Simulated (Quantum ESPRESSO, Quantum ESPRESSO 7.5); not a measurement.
**Ionisation energy and electron affinity at C(110)**

Aim: the bulk band edges under the vacuum level at C(110), before and after the surface relaxes.

Method: plane-wave DFT, PBE, GBRV ultrasoft pseudopotentials, in Quantum ESPRESSO 7.5.

This is a report of a sequence of runs, with most program output left out.

**1. Starting point**

The cell holds 18 atoms: 18 C. Its edges and angles: a = 3.570 Å, b = 2.524 Å, c = 26.097 Å, α = 90.0°, β = 90.0°, γ = 90.0°. It derives from C. Vacuum lies along c.

**2. Ground state of the ideal slab**

First the slab as cut from the crystal, for comparison.

ideal.in

```
&control
  prefix = 'ideal'
  outdir = './out'
  pseudo_dir = './pseudo'
  calculation = 'scf'
  tprnfor = .true.
/
&system
  ibrav = 0
  nat = 18
  ntyp = 1
  ecutwfc = 40
  ecutrho = 200
  occupations = 'smearing'
  smearing = 'fd'
  degauss = 0.002
/
&electrons
  conv_thr = 1e-07
  mixing_beta = 0.4
  electron_maxstep = 120
  mixing_mode = 'plain'
/
ATOMIC_SPECIES
  C   12.0110  c_pbe_v1.2.uspp.F.UPF
CELL_PARAMETERS angstrom
  3.57000000000000 0.00000000000000 0.00000000000000
  0.00000000000000 2.52437120883597 0.00000000000000
  0.00000000000000 0.00000000000000 26.09748483534390
ATOMIC_POSITIONS crystal
  C   0.000000000000 0.000000000000 0.306542950421
  C   0.250000000000 0.500000000000 0.306542950421
  C   0.500000000000 0.500000000000 0.354907212816
  C   0.750000000000 0.000000000000 0.354907212816
  C   0.000000000000 0.000000000000 0.403271475211
  C   0.250000000000 0.500000000000 0.403271475211
  C   0.500000000000 0.500000000000 0.451635737605
  C   0.750000000000 0.000000000000 0.451635737605
  C   0.000000000000 0.000000000000 0.500000000000
  C   0.250000000000 0.500000000000 0.500000000000
  C   0.500000000000 0.500000000000 0.548364262395
  C   0.750000000000 0.000000000000 0.548364262395
  C   0.000000000000 0.000000000000 0.596728524789
  C   0.250000000000 0.500000000000 0.596728524789
  C   0.500000000000 0.500000000000 0.645092787184
  C   0.750000000000 0.000000000000 0.645092787184
  C   0.000000000000 0.000000000000 0.693457049579
  C   0.250000000000 0.500000000000 0.693457049579
K_POINTS automatic
  4 6 1 0 0 0
```

On the command line:

```sh
$ OMP_NUM_THREADS=1 mpirun -n 4 pw.x -nk 2 -in ideal.in > ideal.out
```

It took 17 s on 4 MPI ranks of Arm Neoverse V1, shared host; peak memory 0.42 GiB; 68 s of CPU time.

Read from the output:

```
free energy             : -2803.9161 eV
energy at zero smearing : -2803.9088 eV
Fermi energy            : 2.557 eV
```

**3. Potential by pp.x of the ideal slab**

The vacuum level is read from the electrostatic potential (plot_num = 11), averaged over planes.

ideal.pot.in

```
&inputpp
  prefix = 'ideal'
  outdir = './out'
  filplot = 'ideal.pot.dat'
  plot_num = 11
/
```

On the command line:

```sh
$ OMP_NUM_THREADS=1 mpirun -n 4 pp.x -in ideal.pot.in > ideal.pot.out
```

Run time: 0.73 s. Hardware: 4 MPI ranks; peak memory 0.09 GiB; 2.6 s of CPU time.

Read from the output:

| Quantity | Value |
| --- | --- |
| work function of the upper face | 6.022 eV |
| slope of the potential above | 1.97e-5 eV/Å |
| upper vacuum line continued to the top atoms, over the Fermi level | 6.022 eV |
| work function of the lower face | 6.022 eV |
| slope of the potential below | -3.54e-5 eV/Å |
| lower vacuum line continued to the bottom atoms, over the Fermi level | 6.022 eV |

**4. Macroscopic average**

A running mean over two layers gives the mean potential in the slab's middle.

ideal.avg.in

```
1
ideal.pot.dat
1.0
414
3
4.7703702216
```

On the command line:

```sh
$ OMP_NUM_THREADS=1 average.x < ideal.avg.in > ideal.avg.out
```

Wall time 0.51 s (1 MPI rank); peak memory 0.1 GiB.

Numbers from this step:

| Item | Value |
| --- | --- |
| average.x's running mean in the middle layers, on the run's own zero | -9.022 eV |
| mean potential by an exact Fourier window in the middle layers, on the run's own zero | -9.023 eV |

Electrostatic potential energy of an electron; zero at the Fermi level; window 2.5244 Å. Potential energy, running mean against z:

```
z (Å)  potential energy, running mean (eV)
  0.0                                 6.02
  0.5                                 6.02
  1.0                                 6.02
  1.5                                 6.02
  2.0                                 6.02
  2.5                                 6.02
  3.0                                 6.02
  3.5                                 6.02
  4.0                                 6.02
  4.5                                 6.02
  5.0                                 6.00
  5.5                                 5.91
  6.0                                 5.49
  6.5                                 3.54
  7.0                               -0.390
  7.5                                -2.99
  8.0                                -6.55
  8.5                                -9.86
  9.0                                -10.8
  9.5                                -11.1
 10.0                                -11.3
 10.5                                -11.4
 11.0                                -11.5
 11.5                                -11.5
 12.0                                -11.6
 12.5                                -11.6
 13.0                                -11.6
 13.5                                -11.6
 14.0                                -11.6
 14.5                                -11.5
 15.0                                -11.5
 15.5                                -11.4
 16.0                                -11.4
 16.5                                -11.2
 17.0                                -10.9
 17.5                                -10.2
 18.0                                -7.38
 18.5                                -3.51
 19.0                                -1.02
 19.5                                 2.84
 20.0                                 5.31
 20.5                                 5.87
 21.0                                 5.99
 21.5                                 6.01
 22.0                                 6.02
 22.5                                 6.02
 23.0                                 6.02
 23.5                                 6.02
 24.0                                 6.02
 24.5                                 6.02
 25.0                                 6.02
 25.5                                 6.02
 26.0                                 6.02
```

**5. Relaxation with pw.x**

Both faces relax; the three middle layers are held, so that the slab's middle stays bulk-like.

relax.in, as its differences from the input of step 2:

```diff
@@ -1,7 +1,8 @@
 &control
-  prefix = 'ideal'
+  prefix = 'relax'
   outdir = './out'
   pseudo_dir = './pseudo'
-  calculation = 'scf'
-  tprnfor = .true.
+  nstep = 60
+  forc_conv_thr = 0.001
+  calculation = 'relax'
 /
@@ -23,2 +24,4 @@
 /
+&ions
+/
 ATOMIC_SPECIES
@@ -36,8 +39,8 @@
   C   0.250000000000 0.500000000000 0.403271475211
-  C   0.500000000000 0.500000000000 0.451635737605
-  C   0.750000000000 0.000000000000 0.451635737605
-  C   0.000000000000 0.000000000000 0.500000000000
-  C   0.250000000000 0.500000000000 0.500000000000
-  C   0.500000000000 0.500000000000 0.548364262395
-  C   0.750000000000 0.000000000000 0.548364262395
+  C   0.500000000000 0.500000000000 0.451635737605 0 0 0
+  C   0.750000000000 0.000000000000 0.451635737605 0 0 0
+  C   0.000000000000 0.000000000000 0.500000000000 0 0 0
+  C   0.250000000000 0.500000000000 0.500000000000 0 0 0
+  C   0.500000000000 0.500000000000 0.548364262395 0 0 0
+  C   0.750000000000 0.000000000000 0.548364262395 0 0 0
   C   0.000000000000 0.000000000000 0.596728524789
```

On the command line:

```sh
$ OMP_NUM_THREADS=1 mpirun -n 4 pw.x -nk 2 -in relax.in > relax.out
```

It took 2.7 min on 4 MPI ranks; peak memory 0.45 GiB.

Relaxation path:

```
step  energy less that of the first step (eV)  largest force (eV/Å)
   1                                   0.0000                4.8089
   2                                  -1.2695                1.5402
   3                                  -1.5692                1.3387
   4                                  -1.7429                0.6266
   5                                  -1.7610                0.4408
   6                                  -1.7738                0.2501
   7                                  -1.7845                0.1565
   8                                  -1.7976                0.1666
   9                                  -1.8084                0.1355
  10                                  -1.8107                0.0649
  11                                  -1.8112                0.0118
```

The atoms that moved most (Å):

```
atom      dx     dy      dz  length
  C1   0.107  0.000   0.172   0.203
  C2  -0.107  0.000   0.172   0.203
 C18  -0.107  0.000  -0.172   0.203
 C17   0.107  0.000  -0.172   0.203
 C16  -0.033  0.000   0.032   0.046
 C15   0.033  0.000   0.032   0.046
  C3   0.033  0.000  -0.032   0.046
  C4  -0.033  0.000  -0.032   0.046
```

The relaxation lowers the energy by 101 meV an atom. On the free atoms the largest force ends at 0.012 eV/Å.

Numbers from this step:

| Property | Result |
| --- | --- |
| free energy | -2805.7273 eV |
| energy at zero smearing | -2805.7239 eV |
| Fermi energy | 2.921 eV |

The program's own clock; routines nest. Time by routine:

```
     routine  wall time (s)   calls
       PWSCF          162.5       1
   electrons          156.9      11
     c_bands            136      94
     cegterg            129     564
       h_psi          77.44    2707
        fftw          50.99  154686
    vloc_psi           49.8    2707
      calbec          20.99    3535
    sum_band          16.58      94
h_psi:calbec          13.79    2707
  add_vuspsi          13.53    2707
       s_psi          13.44    2707
     cdiaghg           4.91    2635
      forces           4.02      11
```

**6. SCF with pw.x of the relaxed slab**

The relaxed slab, with empty bands to show its gap.

scf.in

```
&control
  prefix = 'scf'
  outdir = './out'
  pseudo_dir = './pseudo'
  calculation = 'scf'
  tprnfor = .true.
/
&system
  ibrav = 0
  nat = 18
  ntyp = 1
  ecutwfc = 40
  ecutrho = 200
  occupations = 'smearing'
  smearing = 'fd'
  degauss = 0.002
  nbnd = 44
/
&electrons
  conv_thr = 1e-08
  mixing_beta = 0.4
  electron_maxstep = 120
  mixing_mode = 'plain'
/
ATOMIC_SPECIES
  C   12.0110  c_pbe_v1.2.uspp.F.UPF
CELL_PARAMETERS angstrom
  3.57000000000000 0.00000000000000 0.00000000000000
  0.00000000000000 2.52437120883597 0.00000000000000
  0.00000000000000 0.00000000000000 26.09748483534390
ATOMIC_POSITIONS crystal
  C   0.029842734200 0.000000000000 0.313150963600
  C   0.220157265800 0.500000000000 0.313150963600
  C   0.509299923000 0.500000000000 0.353682954600
  C   0.740700077000 0.000000000000 0.353682954600
  C   0.000761823000 0.000000000000 0.403397837400
  C   0.249238177000 0.500000000000 0.403397837400
  C   0.500000000000 0.500000000000 0.451635737600
  C   0.750000000000 0.000000000000 0.451635737600
  C   0.000000000000 0.000000000000 0.500000000000
  C   0.250000000000 0.500000000000 0.500000000000
  C   0.500000000000 0.500000000000 0.548364262400
  C   0.750000000000 0.000000000000 0.548364262400
  C   0.000761823000 0.000000000000 0.596602162600
  C   0.249238177000 0.500000000000 0.596602162600
  C   0.509299923000 0.500000000000 0.646317045400
  C   0.740700077000 0.000000000000 0.646317045400
  C   0.029842734200 0.000000000000 0.686849036400
  C   0.220157265800 0.500000000000 0.686849036400
K_POINTS automatic
  4 6 1 0 0 0
```

On the command line:

```sh
$ OMP_NUM_THREADS=1 mpirun -n 4 pw.x -nk 2 -in scf.in > scf.out
```

The job ended after 21 s (4 MPI ranks; peak memory 0.43 GiB).

This step gave:

```
valence top, on the run's zero       : 3.281 eV
conduction bottom, on the run's zero : 2.560 eV
```

The program's own clock; routines nest. Time by routine:

```
     routine  wall time (s)  calls
       PWSCF          20.08      1
   electrons          18.74      1
     c_bands          16.29     11
     cegterg           15.2     66
       h_psi           9.51    377
        fftw           6.24  19032
    vloc_psi            6.1    377
      calbec            2.5    467
    sum_band           1.95     11
h_psi:calbec           1.71    377
  add_vuspsi           1.66    377
       s_psi           1.65    377
    init_run           0.91      1
     wfcinit           0.78      1
```

By band count these two levels touch or overlap: there is no gap, and they are no band edges.

The run needed 11 iterations to bring the estimated error under 1e-08 Ry; the largest force on any atom, held or free, is 0.12 eV/Å.

**7. Potential by pp.x of the relaxed slab**

pot.in

```
&inputpp
  prefix = 'scf'
  outdir = './out'
  filplot = 'pot.dat'
  plot_num = 11
/
```

On the command line:

```sh
$ OMP_NUM_THREADS=1 mpirun -n 4 pp.x -in pot.in > pot.out
```

Elapsed: 0.71 s, on 4 MPI ranks; peak memory 0.1 GiB.

Numbers from this step:

```
work function of the upper face                                       : 5.436 eV
slope of the potential above                                          : 2.99e-5 eV/Å
upper vacuum line continued to the top atoms, over the Fermi level    : 5.436 eV
work function of the lower face                                       : 5.436 eV
slope of the potential below                                          : -2.35e-5 eV/Å
lower vacuum line continued to the bottom atoms, over the Fermi level : 5.436 eV
```

The potential energy, planar mean oscillates, so the rows of the table below give means over windows of 1.28 Å about each position, cut where the curve ends. Its maxima inside the range that stand out by 2 % of the span (Å: eV): 8.7: -9.47, 9.9: -5.50, 11.1: -6.20, 12.4: -6.16, 13.7: -6.16, 15.0: -6.20, 16.2: -5.50, 17.4: -9.47. Its minima: 8.2: -15.8, 9.2: -17.0, 10.6: -17.1, 11.8: -17.2, 13.1: -17.1, 14.3: -17.2, 15.5: -17.1, 16.9: -17.0, 17.9: -15.8.

Electrostatic potential energy of an electron; zero at the Fermi level. The potential energy, planar mean by z; means over each step:

```
z (Å)  potential energy, planar mean (eV)
 0.64                                5.44
 1.92                                5.44
 3.20                                5.44
 4.48                                5.43
 5.76                                5.39
 7.04                                3.16
 8.32                               -11.7
 9.60                               -11.3
10.88                               -11.7
12.16                               -11.7
13.44                               -11.7
14.72                               -11.7
16.00                               -11.2
17.28                               -13.6
18.56                               -2.96
19.84                                5.22
21.12                                5.43
22.40                                5.44
23.68                                5.44
24.96                                5.44
```

The vacuum is flat to 0.1 meV/Å, so its level is well defined. Inside the slab the curve depends on the local part of the pseudopotentials; only the vacuum level has a meaning of its own.

**8. Planar and running averages**

A running mean over one period damps the atomic wiggles and leaves the mean of this pseudopotential's potential.

avg.in

```
1
pot.dat
1.0
414
3
4.7703702216
```

On the command line:

```sh
$ OMP_NUM_THREADS=1 average.x < avg.in > avg.out
```

Wall time 0.51 s (1 MPI rank); peak memory 0.11 GiB.

This step gave:

- average.x's running mean in the middle layers, on the run's own zero: -8.792 eV
- mean potential by an exact Fourier window in the middle layers, on the run's own zero: -8.793 eV

Electrostatic potential energy of an electron; zero at the Fermi level; window 2.5244 Å. Potential energy, running mean against z:

```
z (Å)  potential energy, running mean (eV)
  0.0                                 5.44
  0.5                                 5.44
  1.0                                 5.44
  1.5                                 5.44
  2.0                                 5.44
  2.5                                 5.44
  3.0                                 5.44
  3.5                                 5.44
  4.0                                 5.43
  4.5                                 5.43
  5.0                                 5.42
  5.5                                 5.36
  6.0                                 5.11
  6.5                                 3.93
  7.0                                0.371
  7.5                                -3.06
  8.0                                -6.90
  8.5                                -10.2
  9.0                                -11.7
  9.5                                -12.3
 10.0                                -11.6
 10.5                                -11.4
 11.0                                -11.6
 11.5                                -11.7
 12.0                                -11.7
 12.5                                -11.7
 13.0                                -11.7
 13.5                                -11.7
 14.0                                -11.7
 14.5                                -11.7
 15.0                                -11.6
 15.5                                -11.4
 16.0                                -11.5
 16.5                                -12.2
 17.0                                -11.9
 17.5                                -10.5
 18.0                                -7.73
 18.5                                -3.67
 19.0                               -0.417
 19.5                                 3.43
 20.0                                 5.00
 20.5                                 5.34
 21.0                                 5.41
 21.5                                 5.43
 22.0                                 5.43
 22.5                                 5.44
 23.0                                 5.44
 23.5                                 5.44
 24.0                                 5.44
 24.5                                 5.44
 25.0                                 5.44
 25.5                                 5.44
 26.0                                 5.44
```

Where the running mean is not flat inside, average.x's window, rounded to the grid, doesn't match the spacings there.

(Continued in part 2 of 2.)

[Logs are printed without paths, hosts, clocks, repeated set-up lines and the standing remarks that a program may print on its own settings, such as how far it seeks lower states.]

[Hosts, paths, dates, database ids (printed as entryN), source tags and the programs' standing remarks are cut or masked in the printed files.]

[Maps of the electrostatic potential energy from Ansatz leave out the sawtooth potential of an applied field or a dipole correction, so their vacuum need not be flat; planar profiles and work functions include it.]
